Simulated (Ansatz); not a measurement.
# Phonons of CaPd (Pm-3m) against volume, part 2 of 2

Aim: how the phonons of CaPd (Pm-3m) shift with volume, and the thermal expansion that follows.

Ansatz 0.2.0; DFT PBEsol, scalar-relativistic, plane waves, PAW; PAW set soft_1.

So far, highest frequency on the path or at a solved wavevector (cm⁻¹): step 2 (the dispersion) 237.

## (4) Phonons at the other volume, volume ratio 0.97

The phonons are repeated at this volume on the same k and q meshes.

input.yaml reads:

```yaml
crystal:
  lattice:
    - [3.4332117644, 0.0, 0.0]
    - [0.0, 3.4332117644, 0.0]
    - [0.0, 0.0, 3.4332117644]
  atoms:
    - { symbol: Ca, position: [0.0, 0.0, 0.0] }
    - { symbol: Pd, position: [0.5, 0.5, 0.5] }
kpoints:
  mp_grid: { grid: [12, 12, 12] }
hamiltonian:
  xc: pbesol
  pseudopotentials: { kind: paw, azcp: { folder: soft_1 }, xc_functional: pbe }
scf:
  occupations: { method: methfessel_paxton, width: 0.2 }
output:
  eigenvalues: true
phonons:
  method: dfpt
  qmesh: [4, 4, 4]
  temperatures: { t_max: 1000, t_step: 50 }
  qpath:
    path:
      - [[0.0, 0.0, 0.0], [0.0, 0.5, 0.0], [0.5, 0.5, 0.0], [0.0, 0.0, 0.0], [0.5, 0.5, 0.5], [0.0, 0.5, 0.0]]
      - [[0.5, 0.5, 0.5], [0.5, 0.5, 0.0]]
    npoints: 10
```

Run with:

```
$ ansatz run input.yaml --threads 4 --pin off --max-ram 10240MiB --backend cpu --events-out ev --progress --plain --runs-dir out
```

Numbers of over 12 decimals in the logs are rounded to 6 here.

Log:

```text
[...]
Crystal: 2 atoms, lattice volume = 40.467 Å³
Basis set: ecut = 420 eV, 751 PW (Γ), exchange–correlation on 48×48×48 points (8 copies of the dense FFT grid, shifted against one another)
Bands: 18, of which v1, the nominal top of the filled ones, is band 14 counted from 1 (13 counted from 0)
Symmetry: 48 space group operations
k-points: 84 of 1728
[...]
SCF iter   1: F=—  HF=-8717.762127 eV  |F-HF|=—  |Δ(HF+E_count)|=         —  Δρ=5.19e-1  dr2=2.00e2  ethr=3.10e-3  ⟨swp⟩=7.0  Hψ=19348  notcnv=0
[...]
SCF iter  13: F=-8701.662297 eV  HF=-8701.662297 eV  |F-HF|=0.00e0  |Δ(HF+E_count)|=  3.64e-12  S|Δr|=    0.00e0  Δρ=2.07e-8  dr2=1.42e-13  ethr=1.00e-12  ⟨swp⟩=11.0  Hψ=9257  notcnv=0
SCF 1 converged in 13 iterations: F = -8701.662297 eV  dr2 = 1.42e-13
[...]
SCF iter   8: F=-8701.662297 eV  HF=-8701.662297 eV  |F-HF|=1.82e-12  |Δ(HF+E_count)|=  9.09e-12  S|Δr|=    0.00e0  Δρ=2.03e-7  dr2=3.92e-12  ethr=1.00e-12  ⟨swp⟩=1.0  Hψ=3380  notcnv=0
SCF 2 converged in 8 iterations: F = -8701.662297 eV  dr2 = 3.92e-12
[...]
NSCF: frozen V_eff on 84 k-points
[...]
SCF converged after 13 iterations
[...]
Free energy (F): -8701.662297 eV
[...]
Internal energy: -8701.662636 eV  (E = F + TS)
E sigma→0 (E₀):  -8701.662382 eV
Entropy (-TS):   0.000339 eV (0.169 meV/atom)
Fermi energy:    12.480349 eV
[...]
--- Band table (eV; the first three rows and the last of 84) ---
  k-point 0: bands = [... 10 lower, 8.9123, 10.4192, 10.4192, 10.4192, 15.6259, 15.6259, 18.5871, 18.5871, ... 4 higher]
  k-point 1: bands = [... 10 lower, 8.9700, 10.4011, 10.4011, 10.4297, 15.5717, 15.6032, 18.1955, 18.1955, ... 4 higher]
  k-point 2: bands = [... 10 lower, 9.1350, 10.3524, 10.3524, 10.4584, 15.4210, 15.4388, 17.5359, 17.5359, ... 4 higher]
  k-point 83: bands = [... 10 lower, 9.5811, 11.0816, 11.0816, 12.8728, 12.8728, 12.8728, 17.4722, 19.2854, ... 4 higher]
[...]
ASR residual: 3.412e-5 → 0.000e0 eV/Å²; symmetrization residual: 1.008e-5 eV/Å²
  ASR residual per site (eV/Å²): 2.17e-5 3.41e-5
  Γ frequencies (cm⁻¹): 0.00 0.00 0.00 170.04 170.04 170.04
--- Phonons (arbitrary-q DFPT): 10 irreducible q on the 4×4×4 mesh ---
[...]
interpolated dispersion: 62 rows × 6 modes
[...]
```

It took 4.6 min on 4 threads of Arm Neoverse V2, shared host; peak memory 2 GiB; 18 min of CPU time.

Numbers from this step:

```
sum-rule residual before enforcement                       : 3.41e-5 eV/Å²
highest frequency on the path or at a solved wavevector    : 245.5 cm⁻¹
mean frequency                                             : 129 cm⁻¹
Debye temperature (second moment)                          : 268 K
logarithmic mean frequency                                 : 111.7 cm⁻¹
highest optical mode at the zone centre (no LO-TO term)    : 170.0 cm⁻¹
lowest optical zone-centre mode                            : 170.0 cm⁻¹
lowest mode on the q mesh (acoustic modes at Γ apart)      : 36.25 cm⁻¹
zero-point energy per atom                                 : 23.99 meV
heat capacity at 300 K                                     : 23.99 J/(mol atoms K)
vibrational entropy at 300 K                               : 41.01 J/(mol atoms K)
edges of the widest gap between branches, on path and mesh : 101.2, 124.6 cm⁻¹
```

Frequencies (cm⁻¹) solved at each irreducible wavevector; negative means imaginary. Frequencies by wavevector, by row:

| q in reciprocal lattice units | star | mode 1 | mode 2 | mode 3 | mode 4 | mode 5 | mode 6 |
| --- | --- | --- | --- | --- | --- | --- | --- |
| 0 0 0 | 1 | 0 | 0 | 0 | 170 | 170 | 170 |
| 0 0 0.25 | 6 | 56.6 | 56.6 | 68.9 | 156.2 | 156.2 | 210 |
| 0 0 -0.5 | 3 | 82.2 | 96 | 96 | 131.5 | 131.5 | 245.5 |
| 0 0.25 0.25 | 12 | 36.2 | 75 | 88 | 145.9 | 196.2 | 197.4 |
| 0 0.25 -0.5 | 12 | 56.1 | 71 | 98.8 | 128.7 | 186.5 | 233.9 |
| 0 -0.5 -0.5 | 3 | 42.5 | 42.5 | 101.2 | 124.6 | 222.4 | 222.4 |
| 0.25 0.25 0.25 | 8 | 61.9 | 61.9 | 85.8 | 190.1 | 190.1 | 190.8 |
| 0.25 0.25 -0.5 | 12 | 58.3 | 74.3 | 84.3 | 181.1 | 186.2 | 227.7 |
| 0.25 -0.5 -0.5 | 6 | 63 | 63 | 87.3 | 183.6 | 222.8 | 222.8 |
| -0.5 -0.5 -0.5 | 1 | 78.5 | 78.5 | 78.5 | 225 | 225 | 225 |

The highest optical mode at the zone centre (no LO-TO term) is 170.0 cm⁻¹, +9.3 cm⁻¹ against the base run.

## (5) Relaxing at another volume, volume ratio 1.03

The volume is scaled by 1.03 and held; symmetry leaves nothing to relax, so this is a single point. The modes can then be followed against volume.

input.yaml, the sections that differ from step 4:

```yaml
crystal:
  lattice:
    - [3.5025882695, 0.0, 0.0]
    - [0.0, 3.5025882695, 0.0]
    - [0.0, 0.0, 3.5025882695]
  atoms:
    - { symbol: Ca, position: [0.0, 0.0, 0.0] }
    - { symbol: Pd, position: [0.5, 0.5, 0.5] }
output:
  forces: true
  stress: true
  eigenvalues: true
# kpoints, hamiltonian, scf: as in step 4
# phonons: removed
```

Log:

```text
[...]
Crystal: 2 atoms, lattice volume = 42.970 Å³
Basis set: ecut = 420 eV, 847 PW (Γ), exchange–correlation on 48×48×48 points (8 copies of the dense FFT grid, shifted against one another)
Bands: 18, of which v1, the nominal top of the filled ones, is band 14 counted from 1 (13 counted from 0)
Symmetry: 48 space group operations
[...]
k-points: 84 of 1728
[...]
--- Band table (eV; the first three rows and the last of 84) ---
  k-point 0: bands = [... 10 lower, 8.2648, 9.6244, 9.6244, 9.6244, 14.6291, 14.6291, 17.4240, 17.4240]
  k-point 1: bands = [... 10 lower, 8.3160, 9.6071, 9.6071, 9.6338, 14.5826, 14.6000, 17.0591, 17.0591]
  k-point 2: bands = [... 10 lower, 8.4624, 9.5605, 9.5605, 9.6596, 14.4156, 14.4528, 16.4462, 16.4462]
  k-point 83: bands = [... 10 lower, 8.8199, 10.2252, 10.2252, 12.0517, 12.0517, 12.0517, 16.2115, 18.0836]
[key lines of the parts left out:]
SCF converged after 11 iterations
Free energy (F): -8701.663109 eV
Fermi energy:    11.557535 eV
P = ⅓ Tr σ = -1.7711 GPa (-17.711 kbar)
```

Elapsed: 1.2 s, on 4 threads; peak memory 0.35 GiB; 4 s of CPU time.

Numbers from this step:

- pressure: -1.771 GPa
- volume per atom: 21.49 Å³

The run ends at a pressure of -1.77 GPa.

## (6) Phonons at the other volume, volume ratio 1.03

The phonons are repeated at this volume on the same k and q meshes.

input.yaml, as its differences from that of step 5:

```diff
@@ -16,4 +16,11 @@
 output:
-  forces: true
-  stress: true
   eigenvalues: true
+phonons:
+  method: dfpt
+  qmesh: [4, 4, 4]
+  temperatures: { t_max: 1000, t_step: 50 }
+  qpath:
+    path:
+      - [[0.0, 0.0, 0.0], [0.0, 0.5, 0.0], [0.5, 0.5, 0.0], [0.0, 0.0, 0.0], [0.5, 0.5, 0.5], [0.0, 0.5, 0.0]]
+      - [[0.5, 0.5, 0.5], [0.5, 0.5, 0.0]]
+    npoints: 10
```

Log:

```text
[...]
Crystal: 2 atoms, lattice volume = 42.970 Å³
Basis set: ecut = 420 eV, 847 PW (Γ), exchange–correlation on 48×48×48 points (8 copies of the dense FFT grid, shifted against one another)
Bands: 18, of which v1, the nominal top of the filled ones, is band 14 counted from 1 (13 counted from 0)
Symmetry: 48 space group operations
k-points: 84 of 1728
[...]
k-point 83: bands = [... 10 lower, 8.8199, 10.2252, 10.2252, 12.0517, 12.0517, 12.0517, 16.2115, 18.0836, ... 4 higher]
[...]
ASR residual: 4.865e-5 → 0.000e0 eV/Å²; symmetrization residual: 8.109e-6 eV/Å²
  ASR residual per site (eV/Å²): 4.87e-5 2.79e-5
  Γ frequencies (cm⁻¹): 0.00 0.00 0.00 151.81 151.81 151.81
--- Phonons (arbitrary-q DFPT): 10 irreducible q on the 4×4×4 mesh ---
[...]
interpolated dispersion: 62 rows × 6 modes
[...]
[key lines of the parts left out:]
SCF converged after 13 iterations
Free energy (F): -8701.663109 eV
Fermi energy:    11.557536 eV
```

Wall time 4.7 min (4 threads); peak memory 2 GiB.

This step gave:

| Item | Value |
| --- | --- |
| sum-rule residual before enforcement | 4.87e-5 eV/Å² |
| highest frequency on the path or at a solved wavevector | 228.9 cm⁻¹ |
| mean frequency | 116.9 cm⁻¹ |
| Debye temperature (second moment) | 244 K |
| logarithmic mean frequency | 100.8 cm⁻¹ |
| highest optical mode at the zone centre (no LO-TO term) | 151.8 cm⁻¹ |
| lowest optical zone-centre mode | 151.8 cm⁻¹ |
| lowest mode on the q mesh (acoustic modes at Γ apart) | 35.28 cm⁻¹ |
| zero-point energy per atom | 21.73 meV |
| heat capacity at 300 K | 24.15 J/(mol atoms K) |
| vibrational entropy at 300 K | 43.49 J/(mol atoms K) |
| edges of the widest gap between branches, on path and mesh | 92.3, 110.2 cm⁻¹ |

Frequencies (cm⁻¹) solved at each irreducible wavevector; negative means imaginary. Frequencies by wavevector, by row:

| q in reciprocal lattice units | star | mode 1 | mode 2 | mode 3 | mode 4 | mode 5 | mode 6 |
| --- | --- | --- | --- | --- | --- | --- | --- |
| 0 0 0 | 1 | 0 | 0 | 0 | 151.8 | 151.8 | 151.8 |
| 0 0 0.25 | 6 | 51.3 | 51.3 | 61.1 | 139.8 | 139.8 | 193.2 |
| 0 0 -0.5 | 3 | 71.2 | 86.8 | 86.8 | 118.1 | 118.1 | 228.8 |
| 0 0.25 0.25 | 12 | 35.3 | 67.9 | 78.2 | 130.5 | 177.8 | 180.7 |
| 0 0.25 -0.5 | 12 | 50.2 | 64 | 89.7 | 114.8 | 168.5 | 214.9 |
| 0 -0.5 -0.5 | 3 | 38.1 | 38.1 | 92.3 | 110.2 | 202.1 | 202.1 |
| 0.25 0.25 0.25 | 8 | 55.5 | 55.5 | 78 | 172.9 | 172.9 | 173.1 |
| 0.25 0.25 -0.5 | 12 | 51.2 | 67.7 | 72.8 | 167.5 | 167.6 | 209 |
| 0.25 -0.5 -0.5 | 6 | 53.2 | 53.2 | 76.3 | 169.3 | 205.1 | 205.1 |
| -0.5 -0.5 -0.5 | 1 | 64.7 | 64.7 | 64.7 | 210.3 | 210.3 | 210.3 |

The highest optical mode at the zone centre (no LO-TO term) is 151.8 cm⁻¹, -8.9 cm⁻¹ against the base run.

## (7) Grüneisen parameters

The Grüneisen parameter of a mode is minus the logarithmic change of its frequency with volume, −d ln ω / d ln V; weighted by heat capacity it gives the expansion.

Numbers from this step:

* bulk modulus: 64.2 GPa

The phonon branches at the labelled points (cm⁻¹):

| point | branch 1 | branch 2 | branch 3 | branch 4 | branch 5 | branch 6 |
| --- | --- | --- | --- | --- | --- | --- |
| Γ | 0 | 0 | 0 | 161 | 161 | 161 |
| halfway | 54 | 54 | 65 | 148 | 148 | 202 |
| X | 76 | 91 | 91 | 125 | 125 | 237 |
| halfway | 53 | 68 | 94 | 122 | 177 | 224 |
| M | 40 | 40 | 97 | 117 | 212 | 212 |
| halfway | 36 | 71 | 83 | 138 | 187 | 188 |
| Γ | 0 | 0 | 0 | 161 | 161 | 161 |
| halfway | 59 | 59 | 82 | 181 | 181 | 182 |
| R | 72 | 72 | 72 | 218 | 218 | 218 |
| halfway | 55 | 71 | 78 | 174 | 177 | 218 |
| X | 76 | 91 | 91 | 125 | 125 | 237 |
| jump to R | 72 | 72 | 72 | 218 | 218 | 218 |
| halfway | 58 | 58 | 82 | 176 | 214 | 214 |
| M | 40 | 40 | 97 | 117 | 212 | 212 |

The same for volume x 0.97:

| point | branch 1 | branch 2 | branch 3 | branch 4 | branch 5 | branch 6 |
| --- | --- | --- | --- | --- | --- | --- |
| Γ | 0 | 0 | 0 | 170 | 170 | 170 |
| X | 82 | 96 | 96 | 132 | 132 | 246 |
| M | 42 | 42 | 101 | 125 | 222 | 222 |
| Γ | 0 | 0 | 0 | 170 | 170 | 170 |
| R | 78 | 78 | 78 | 225 | 225 | 225 |
| X | 82 | 96 | 96 | 132 | 132 | 246 |
| R | 78 | 78 | 78 | 225 | 225 | 225 |
| M | 42 | 42 | 101 | 125 | 222 | 222 |

The same for volume x 1.03:

| point | branch 1 | branch 2 | branch 3 | branch 4 | branch 5 | branch 6 |
| --- | --- | --- | --- | --- | --- | --- |
| Γ | 0 | 0 | 0 | 152 | 152 | 152 |
| X | 71 | 87 | 87 | 118 | 118 | 229 |
| M | 38 | 38 | 92 | 110 | 202 | 202 |
| Γ | 0 | 0 | 0 | 152 | 152 | 152 |
| R | 65 | 65 | 65 | 210 | 210 | 210 |
| X | 71 | 87 | 87 | 118 | 118 | 229 |
| R | 65 | 65 | 65 | 210 | 210 | 210 |
| M | 38 | 38 | 92 | 110 | 202 | 202 |

The first set of phonon branches as a text plot (rows in cm⁻¹):

```
    240 |      ***                                      **
    230 |         **                                  **
    220 |     *     **                       *********    **
    210 |    *        ****                  *    *          *****
    199 |   *        *    ***              *      *        *
    189 |           *        *           **        *        *
    179 |  *                  *         *           *        *
    169 | *        *           **   ****             *
    159 |***                    *****                *
    148 |   *     *           **                      *       *
    138 |    **              *                         *
    128 |      ****       ***                           **     *
    118 |          *******                                      *
    107 |
     97 |         ********                                     **
     87 |      ***        *  *       ****            *****    *
     77 |     ******       ** *          **      ****** ******
     66 |   **    *       *  * *    *    ************  *  ***
     56 |   *      ***   *    * *      **          ****      *
     46 |  *        *** *      *     **                       ***
     36 | **           ********    **
     26 | *                    ***
     15 |*                       * *
      5 |                         *
         Γ      X      M          Γ            R        X|R     M
```

Mode Grueneisen parameter -dln(w)/dln(V), modes matched by rank; at Γ the acoustic branches take the value of a neighbouring point of the path. The mode Grüneisen parameters at the labelled points ():

| point | branch 1 | branch 2 | branch 3 | branch 4 | branch 5 | branch 6 |
| --- | --- | --- | --- | --- | --- | --- |
| Γ | 1.53 | 1.53 | 1.36 | 1.89 | 1.89 | 1.89 |
| halfway | 1.64 | 1.64 | 2.00 | 1.85 | 1.85 | 1.39 |
| X | 2.39 | 1.68 | 1.68 | 1.79 | 1.79 | 1.17 |
| halfway | 1.88 | 1.73 | 1.61 | 1.90 | 1.69 | 1.41 |
| M | 1.82 | 1.82 | 1.53 | 2.05 | 1.59 | 1.59 |
| halfway | 0.47 | 1.66 | 1.97 | 1.86 | 1.64 | 1.48 |
| Γ | -0.27 | 1.63 | 1.77 | 1.89 | 1.89 | 1.89 |
| halfway | 1.82 | 1.82 | 1.59 | 1.58 | 1.58 | 1.62 |
| R | 3.22 | 3.22 | 3.22 | 1.13 | 1.13 | 1.13 |
| halfway | 2.16 | 1.57 | 2.44 | 1.30 | 1.75 | 1.43 |
| X | 2.39 | 1.68 | 1.68 | 1.79 | 1.79 | 1.17 |
| jump to R | 3.22 | 3.22 | 3.22 | 1.13 | 1.13 | 1.13 |
| halfway | 2.82 | 2.82 | 2.26 | 1.35 | 1.38 | 1.38 |
| M | 1.82 | 1.82 | 1.53 | 2.05 | 1.59 | 1.59 |

The mode Grüneisen parameters as a text plot (rows in , shown from 0.1 to 3.2 only):

```
   3.15 |                                    *****        **
   3.02 |                                   *     *         *
   2.89 |                                        **        *
   2.76 |                                  *       *         *
   2.63 |                                   *
   2.50 |                                  *       **       *
   2.37 |      ***                       **       *      *    *
   2.24 |                                  *         *  *    *
   2.11 |    **   *    *                            *  *       *
   1.98 |   *      **** ** ****                      ***        *
   1.85 |*********** ****************** *          * * ***    ***
   1.72 | *   ********  * **** ****    *            *   **     *
   1.59 |******    **************** *  ****         *  **     ***
   1.46 | *         *     ****       **  ***       ****       *
   1.33 |*  **    **                   *   **     *****     **
   1.20 |     ****        *                 **  **     *** *
   1.07 |                                     **          *
   0.94 |                            **
   0.81 |                  **
   0.68 |                           *
   0.55 |                          *
   0.42 |                    *
   0.28 |
   0.15 |                     *
         Γ      X      M          Γ            R        X|R     M
```

(dS/dlnV)/C_V. Table of thermodynamic Grueneisen parameter by temperature:

| temperature (K) | thermodynamic Grueneisen parameter |
| --- | --- |
| 50 | 1.79 |
| 100 | 1.75 |
| 150 | 1.73 |
| 200 | 1.72 |
| 250 | 1.72 |
| 300 | 1.72 |
| 350 | 1.72 |
| 400 | 1.72 |
| 450 | 1.72 |
| 500 | 1.72 |
| 550 | 1.72 |
| 600 | 1.72 |
| 650 | 1.72 |
| 700 | 1.72 |
| 750 | 1.72 |
| 800 | 1.72 |
| 850 | 1.71 |
| 900 | 1.71 |
| 950 | 1.71 |
| 1000 | 1.71 |

Gamma C_V/(B V) at the static volume. Table of volume expansion by temperature:

| temperature (K) | volume expansion (1e-6/K) |
| --- | --- |
| 50 | 25.4 |
| 100 | 41.0 |
| 150 | 46.8 |
| 200 | 49.3 |
| 250 | 50.6 |
| 300 | 51.3 |
| 350 | 51.7 |
| 400 | 52.0 |
| 450 | 52.2 |
| 500 | 52.4 |
| 550 | 52.5 |
| 600 | 52.6 |
| 650 | 52.6 |
| 700 | 52.7 |
| 750 | 52.7 |
| 800 | 52.8 |
| 850 | 52.8 |
| 900 | 52.8 |
| 950 | 52.8 |
| 1000 | 52.9 |

## (8) Outcome

| Quantity | Value |
| --- | --- |
| bulk modulus | 64.2 GPa |
| thermodynamic Grüneisen parameter at 300 K | 1.718 |
| volume expansion at 300 K, estimated | 51.28 × 10⁻⁶ K⁻¹ |

In words: By this estimate the volume grows by 51.3 × 10⁻⁶ per kelvin at 300 K. The highest optical mode at Γ goes from 170 to 152 cm⁻¹ as the cell grows, a Grüneisen parameter of 1.89. Mode parameters on the path run from -0.27 to 3.2, with a median of 1.7. Modes with negative values stiffen as the cell grows and pull against the expansion. Branches are matched by rank, so values near crossings are rough. The expansion is the Grüneisen estimate at the static volume, with the static bulk modulus. With no gap, or one that is small against the smearing, the frequencies hang on the k mesh and the smearing, most of all near Kohn anomalies. The PAW files were made for PBE and serve the other functionals too. A phonon run warned that its eigensolver left some bands unconverged in a pass.

[Logs are printed without paths, hosts, clocks, repeated set-up lines and the standing remarks that a program may print on its own settings, such as how far it seeks lower states.]

[Hosts, paths, dates, database ids (printed as entryN), source tags and the programs' standing remarks are cut or masked in the printed files.]
